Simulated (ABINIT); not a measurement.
## C: optical spectrum from first principles

Aim: the dielectric function of C, and the optical constants that follow from it.

Main program and level: ABINIT 10.8.3; DFT, PBE, plane waves with norm-conserving potentials (PseudoDojo), scalar-relativistic, independent-particle linear optical response without local fields.

### Step 1. The starting structure

It takes space group Fd-3m (No. 227, cubic). Conventional cell: a = 3.567 Å, b = 3.567 Å, c = 3.567 Å, α = 90.00°, β = 90.00°, γ = 90.00°. Nearest to C lie 4 C at 1.54 Å.

### Step 2. Ground state, bands and velocity matrix elements

The self-consistent density comes first; it also tells whether there is a gap, which decides the occupations and the need for a Drude term.

This step: DFT, PBE, plane waves with norm-conserving potentials (PseudoDojo), scalar-relativistic, ground state, bands at fixed density and velocity matrix elements (ABINIT 10.8.3).

run.abi

```
# ground state, bands on a dense mesh, and the derivatives d/dk of the wave functions
ndtset 3

ngkpt1 11 11 11
shiftk1 0.0 0.0 0.0
tolvrs1 1.0d-12
nband1 8
prtden1 1

iscf2 -2
getden2 1
ngkpt2 17 17 17
shiftk2 0.0 0.0 0.0
kptopt2 1
nband2 16
nbdbuf2 4
tolwfr2 1.0d-14

optdriver3 8
wfk_task3 "wfk_ddk"
prtevk3 1
getwfk3 2
getden3 1
iscf3 -2
ngkpt3 17 17 17
shiftk3 0.0 0.0 0.0
kptopt3 1
nband3 16

nshiftk 1
occopt 3
tsmear 0.001837
ecut 35.0
nstep 80
iomode 3
chksymbreak 0
chkprim 0
chksymtnons 0
acell 3*1.0 Angstrom
rprim
  0.000000000000 1.783370000000 1.783370000000
  1.783370000000 0.000000000000 1.783370000000
  1.783370000000 1.783370000000 0.000000000000
natom 2
ntypat 1
znucl 6
typat 1 1
xred
  0.750000000000 0.750000000000 0.750000000000
  0.500000000000 0.500000000000 0.500000000000
pseudos "C.upf"
```

On the command line:

```bash
$ mpirun -n 4 abinit run.abi
```

Numbers of over 12 decimals in the logs are rounded to 6 here.

The program printed:

```text
DATASET    1 : space group Fd -3 m (#227); Bravais cF (face-center cubic)
 DATASET    2 : space group Fd -3 m (#227); Bravais cF (face-center cubic)
 DATASET    3 : space group Fd -3 m (#227); Bravais cF (face-center cubic)
            ngfft          27      27      27
                         0.00451    0.01803    0.01803    0.01803    0.01803    0.01803
                         0.01803    0.01803    0.01803    0.00902    0.00451    0.01803
                         0.01803    0.01803    0.01803    0.01803    0.01803    0.00902
                         0.00451    0.01803    0.01803    0.01803    0.01803    0.00902
                         0.00451    0.01803    0.01803    0.00902    0.00451    0.00902
                         0.01803    0.03606    0.03606    0.03606    0.01803    0.03606
                         0.03606    0.03606    0.03606    0.01803    0.01803    0.03606
                         0.00163    0.00163    0.00163    0.00122    0.00488    0.00488
                         0.00488    0.00488    0.00488    0.00488    0.00488    0.00488
                         0.00488    0.00488    0.00488    0.00488    0.00488    0.00488
                         0.00244    0.00122    0.00488    0.00488    0.00488    0.00488
                         0.00488    0.00488    0.00488    0.00488    0.00488    0.00488
                         0.00488    0.00488    0.00244    0.00122    0.00488    0.00488
                         0.00488    0.00488    0.00488    0.00488    0.00488    0.00488
                         0.00163    0.00163    0.00163    0.00122    0.00488    0.00488
                         0.00488    0.00488    0.00488    0.00488    0.00488    0.00488
[...]
== DATASET  1 ==================================================================
 Real(R)+Recip(G) space primitive vectors, cartesian coordinates (Bohr,Bohr^-1):
 R(1)=  0.0000000  3.3700809  3.3700809  G(1)= -0.1483644  0.1483644  0.1483644
 R(2)=  3.3700809  0.0000000  3.3700809  G(2)=  0.1483644 -0.1483644  0.1483644
 R(3)=  3.3700809  3.3700809  0.0000000  G(3)=  0.1483644  0.1483644 -0.1483644
 Unit cell volume ucvol=  7.6551017E+01 bohr^3
 Angles (23,13,12)=  6.00000000E+01  6.00000000E+01  6.00000000E+01 degrees
 getcut: wavevector=  0.0000  0.0000  0.0000  ngfft=  27  27  27
     iter   Etot(hartree)      deltaE(h)  residm     vres2
 ETOT  1  -12.020419024732    -1.202E+01 1.472E-01 3.418E+01
 ETOT  2  -12.037026874448    -1.661E-02 4.091E-04 1.245E-01
 ETOT  3  -12.037039549214    -1.267E-05 2.595E-05 3.835E-03
 ETOT  4  -12.037039851832    -3.026E-07 1.572E-06 5.005E-05
 ETOT  5  -12.037039854797    -2.966E-09 9.221E-08 6.764E-08
 ETOT  6  -12.037039854801    -3.650E-12 3.266E-08 1.670E-10
 ETOT  7  -12.037039854801     0.000E+00 2.089E-09 7.510E-13
 At SCF step    7       vres2   =  7.51E-13 < tolvrs=  1.00E-12 =>converged.
 Cartesian components of stress tensor (hartree/bohr^3)
  sigma(1 1)= -4.77277987E-06  sigma(3 2)=  0.00000000E+00
  sigma(2 2)= -4.77277987E-06  sigma(3 1)=  0.00000000E+00
  sigma(3 3)= -4.77277987E-06  sigma(2 1)=  0.00000000E+00
 Mean square residual over all n,k,spin=   11.668E-12; max=  20.889E-10
 Fermi (or HOMO) energy (hartree) =   0.47783   Average Vxc (hartree)=  -0.49369
 Eigenvalues (hartree) for nkpt=  56  k points:
 kpt#   1, nband=  8, wtk=  0.00075, kpt=  0.0000  0.0000  0.0000 (reduced coord)
  -0.41146    0.37842    0.37842    0.37842    0.58506    0.58506    0.58506    0.86806
   2.00000    2.00000    2.00000    2.00000    0.00000    0.00000    0.00000    0.00000
kinetic             :  8.47074374778048E+00
hartree             :  9.65791281229137E-01
xc                  : -4.33989444692220E+00
Ewald energy        : -1.27873442426994E+01
psp_core            :  9.01561743076947E-01
local_psp           : -4.68318532474170E+00
non_local_psp       : -5.64712612524194E-01
internal            : -1.20370398548009E+01
'-kT*entropy'       :  5.99089845307299E-16
total_energy        : -1.20370398548009E+01
total_energy_eV     : -3.27544540747255E+02
 Cartesian components of stress tensor (hartree/bohr^3)
  sigma(1 1)= -4.77277987E-06  sigma(3 2)=  0.00000000E+00
  sigma(2 2)= -4.77277987E-06  sigma(3 1)=  0.00000000E+00
  sigma(3 3)= -4.77277987E-06  sigma(2 1)=  0.00000000E+00
-Cartesian components of stress tensor (GPa)         [Pressure=  1.4042E-01 GPa]
== DATASET  2 ==================================================================
 Real(R)+Recip(G) space primitive vectors, cartesian coordinates (Bohr,Bohr^-1):
 R(1)=  0.0000000  3.3700809  3.3700809  G(1)= -0.1483644  0.1483644  0.1483644
 R(2)=  3.3700809  0.0000000  3.3700809  G(2)=  0.1483644 -0.1483644  0.1483644
 R(3)=  3.3700809  3.3700809  0.0000000  G(3)=  0.1483644  0.1483644 -0.1483644
 Unit cell volume ucvol=  7.6551017E+01 bohr^3
 Angles (23,13,12)=  6.00000000E+01  6.00000000E+01  6.00000000E+01 degrees
 getcut: wavevector=  0.0000  0.0000  0.0000  ngfft=  27  27  27
 Mean square residual over all n,k,spin=   37.379E-16; max=  99.993E-16
 Eigenvalues (hartree) for nkpt= 165  k points:
 kpt#   1, nband= 16, wtk=  0.00020, kpt=  0.0000  0.0000  0.0000 (reduced coord)
  -0.41146    0.37842    0.37842    0.37842    0.58506    0.58506    0.58506    0.86806
   1.08739    1.36534    1.36534    1.39370    1.39370    1.39370    1.65749    2.11525
== DATASET  3 ==================================================================
            ngfft          27      27      27
[...]
0.00488    0.00488    0.00488    0.00488    0.00488    0.00488
                         0.00163    0.00163    0.00163    0.00122    0.00488    0.00488
                         0.00488    0.00488    0.00488    0.00488    0.00488    0.00488
                         0.00488    0.00488    0.00488    0.00488    0.00488    0.00488
                         0.00244    0.00122    0.00488    0.00488    0.00488    0.00488
                         0.00488    0.00488    0.00488    0.00488    0.00488    0.00488
                         0.00488    0.00488    0.00244    0.00122    0.00488    0.00488
                         0.00488    0.00488    0.00488    0.00488    0.00488    0.00488
[shortened to cell, iterations, levels, energies and stress; the echo of variables, forces, comments, warnings and credits are left out]
```

Wall time 11 s (4 MPI ranks of Intel Xeon Platinum 8488C (Sapphire Rapids), shared host); peak memory 0.1 GiB.

Read-outs, printed or worked out from the files:

```
total energy           : -12.04 Ha
gap on the k-mesh      : 4.183 eV
direct gap on the mesh : 5.623 eV
```

There is a gap, 4.18 eV on this mesh (points off the mesh can give less), so no carriers' term is needed.

### Step 3. Optical response

With the density converged, the vertical transitions are summed over the zone.

This step: DFT, PBE, plane waves with norm-conserving potentials (PseudoDojo), scalar-relativistic, independent-particle linear optical response without local fields (ABINIT 10.8.3).

optic.abi

```
&FILES
 ddkfile_1 = 'runo_DS3_1_EVK.nc',
 ddkfile_2 = 'runo_DS3_2_EVK.nc',
 ddkfile_3 = 'runo_DS3_3_EVK.nc',
 wfkfile = 'runo_DS2_WFK.nc'
/
&PARAMETERS
 broadening = 0.001837,
 domega = 0.0020212,
 maxomega = 0.80849,
 scissor = 0.0,
 tolerance = 0.002,
 nband_sum = 12
/
&COMPUTATIONS
 num_lin_comp = 1,
 lin_comp = 11,
 num_nonlin_comp = 0,
 num_linel_comp = 0,
 num_nonlin2_comp = 0
/
```

On the command line:

```bash
$ optic optic.abi
```

The program printed:

```text

 OPTIC has originally been developed by
 S. Sharma, J. K. Dewhurst and C. Ambrosch-Draxl, Phys. Rev. B 67, 165332 (2003), and
 S. Sharma and C. Ambrosch-Draxl, Physica Scripta T 109 (2004).

 rprimd(bohr)      =   0.00000   3.37008   3.37008
                       3.37008   0.00000   3.37008
                       3.37008   3.37008   0.00000
 natom             =       2
 nkpt,mband        =     165      16
 ecut              =  35.00000 Ha
 newocc: new Fermi energy is       0.466266 , with nelect=      8.000000, Number of bisection calls: 6
 Fermi level: 12.6878  (eV)

 fermie            =   0.46627 Ha  12.68775 eV
 Scissor shift     =   0.00000 Ha
 Tolerance on closeness to singularities     =   0.00200 Ha
 Smearing factor      =   0.00184 Ha
 Will use the antiresonant approximation (meaning that the antiresonant terms are neglected)
 Will not perform the bands decomposition
 linear coeffs to be calculated :
 11
 non-linear coeffs to be calculated :

 electronic part of electro-optic coeffs to be calculated :

 non-linear coeffs (V2) to be calculated :

 linear optic matrix elements will be printed :0
 optic : Call pmat2cart
 No scissor shift to be applied. Returning to main optic routine.
 optic : Call linopt
  linopt            1           1
 calculated the component:           1           1   of dielectric function
  with broadening:         (0.000000,1.83700000000000009E-003)
 and scissors shift:   0.000000
 energy window:   56.057103      eV   2.060061      Ha
 optic : Call nlinopt
 optic : Call linelop
 optic : Call nonlinopt

================================================================================

 Calculation completed.
-
program: optic
version: 10.8.3
start_datetime:
end_datetime:
overall_cpu_time:           0.1
overall_wall_time:           0.1
mpi_procs: 1
omp_threads: 1
...
```

Run time: 0.72 s. Hardware: 1 thread; peak memory 0.05 GiB.

This step gave:

* electronic dielectric constant ε∞, mean over x, y and z (by symmetry where fewer were run): 5.856

The Im ε, E ∥ x has structure finer than the step of the table below, so its rows give means over 1 eV, whole bins alone (the curve runs from 0.0550 to 21.9 eV). Peaks (eV: height): 10.3: 14.8, 11.1: 37.6, 11.8: 28.0, 13.6: 12.7.

Sum at mesh points, not converged in k; values under the direct gap are tails of Lorentzian lines. The Im ε, E ∥ x by photon energy; means over each step:

| photon energy (eV) | Im ε, E ∥ x |
| --- | --- |
| 1 | 0.00457 |
| 2 | 0.00991 |
| 3 | 0.0173 |
| 4 | 0.0304 |
| 5 | 0.0799 |
| 6 | 1.48 |
| 7 | 3.22 |
| 8 | 3.98 |
| 9 | 5.17 |
| 10 | 7.80 |
| 11 | 16.9 |
| 12 | 15.1 |
| 13 | 6.16 |
| 14 | 7.07 |
| 15 | 3.54 |
| 16 | 3.75 |
| 17 | 2.54 |
| 18 | 1.50 |
| 19 | 1.66 |
| 20 | 0.971 |
| 21 | 0.713 |

The reflectivity at normal incidence, E ∥ x has structure finer than the step of the table below, so its rows give means over 1 eV, whole bins alone (the curve runs from 0.0550 to 21.9 eV). Peaks (eV: height): 12.0: 72.8, 14.6: 66.7, 17.0: 65.0, 17.9: 67.0, 19.5: 63.7, 20.5: 68.0, 20.8: 63.9.

Sum at mesh points, not converged in k. Table of reflectivity at normal incidence, E ∥ x by photon energy; means over each step:

| photon energy (eV) | reflectivity at normal incidence, E ∥ x (%) |
| --- | --- |
| 1 | 17.4 |
| 2 | 17.8 |
| 3 | 18.5 |
| 4 | 19.8 |
| 5 | 22.1 |
| 6 | 25.6 |
| 7 | 26.6 |
| 8 | 27.7 |
| 9 | 29.7 |
| 10 | 34.9 |
| 11 | 47.7 |
| 12 | 63.5 |
| 13 | 44.3 |
| 14 | 54.9 |
| 15 | 52.7 |
| 16 | 46.7 |
| 17 | 56.5 |
| 18 | 57.7 |
| 19 | 47.3 |
| 20 | 56.6 |
| 21 | 42.0 |

The loss function −Im 1/ε at q → 0, E ∥ x has structure finer than the step of the table below, so its rows give means over 0.5 eV, whole bins alone (the curve runs from 0.0550 to 21.9 eV). Peaks (eV: height): 18.70: 0.472, 19.96: 0.407, 21.23: 1.31, 21.61: 1.09.

Sum at mesh points, not converged in k; values under the direct gap are tails of Lorentzian lines. Loss function −Im 1/ε at q → 0, E ∥ x against energy loss; means over each step:

energy loss (eV), loss function −Im 1/ε at q → 0, E ∥ x and a bar:
```
      1.0       0.00 
      1.5       0.00 
      2.0       0.00 
      2.5       0.00 
      3.0       0.00 
      3.5       0.00 
      4.0       0.00 
      4.5       0.00 
      5.0       0.00 
      5.5       0.00 
      6.0       0.02 #
      6.5       0.02 #
      7.0       0.04 #
      7.5       0.04 #
      8.0       0.04 #
      8.5       0.05 ##
      9.0       0.04 #
      9.5       0.05 ##
     10.0       0.04 #
     10.5       0.04 #
     11.0       0.03 #
     11.5       0.06 ##
     12.0       0.04 #
     12.5       0.09 ###
     13.0       0.16 #####
     13.5       0.11 ####
     14.0       0.10 ###
     14.5       0.11 ####
     15.0       0.17 ######
     15.5       0.18 ######
     16.0       0.21 #######
     16.5       0.16 #####
     17.0       0.16 #####
     17.5       0.18 ######
     18.0       0.22 #######
     18.5       0.34 ###########
     19.0       0.32 ###########
     19.5       0.27 #########
     20.0       0.33 ###########
     20.5       0.39 #############
     21.0       0.86 #############################
     21.5       0.91 ##############################
```

From ε follow the optical constants at some laser and lamp lines:

| wavelength (nm) | n | k | R (%) | 1/α |
| --- | --- | --- | --- | --- |
| 1550 | 2.43 | 0.001 | 17.3 | 166 µm |
| 1064 | 2.43 | 0.001 | 17.4 | 77 µm |
| 633 | 2.46 | 0.002 | 17.8 | 26 µm |
| 532 | 2.47 | 0.002 | 18.0 | 18 µm |
| 405 | 2.52 | 0.004 | 18.6 | 9.2 µm |
| 365 | 2.54 | 0.004 | 18.9 | 7.0 µm |
| 308 | 2.60 | 0.006 | 19.8 | 4.2 µm |

Below the direct gap, k and the depth come from the tails of the Lorentzian lines, not from transitions.

### Step 4. What came out

```yaml
electronic_dielectric_constant_eps_infinity_mean_over_x_y_and_z_by_symmetry_where_fewer_were_run_independent_particles: 5.86
```

At this level (PBE, independent particles) C has ε∞ = 5.86 and n = 2.43 at 1550 nm. On the mesh the gap is 4.18 eV and the least direct gap 5.62 eV, so on this mesh the band edges lie at different points. Excitons and phonon-assisted transitions are missing, and so are local fields; PBE gaps are as a rule too small, which pulls the onset down and ε∞ up. The sum runs over mesh points 0.18 Å⁻¹ apart with no interpolation, so peaks are partly noise of the mesh and static values carry its error. Besides steps told in other documents, this task had 1 run with a known fault of program or setting; those not told in a step above aren't shown.

[Logs are printed without paths, hosts, clocks, repeated set-up lines and the standing remarks that a program may print on its own settings, such as how far it seeks lower states.]

[Hosts, paths, dates, database ids (printed as entryN), source tags and the programs' standing remarks are cut or masked in the printed files.]
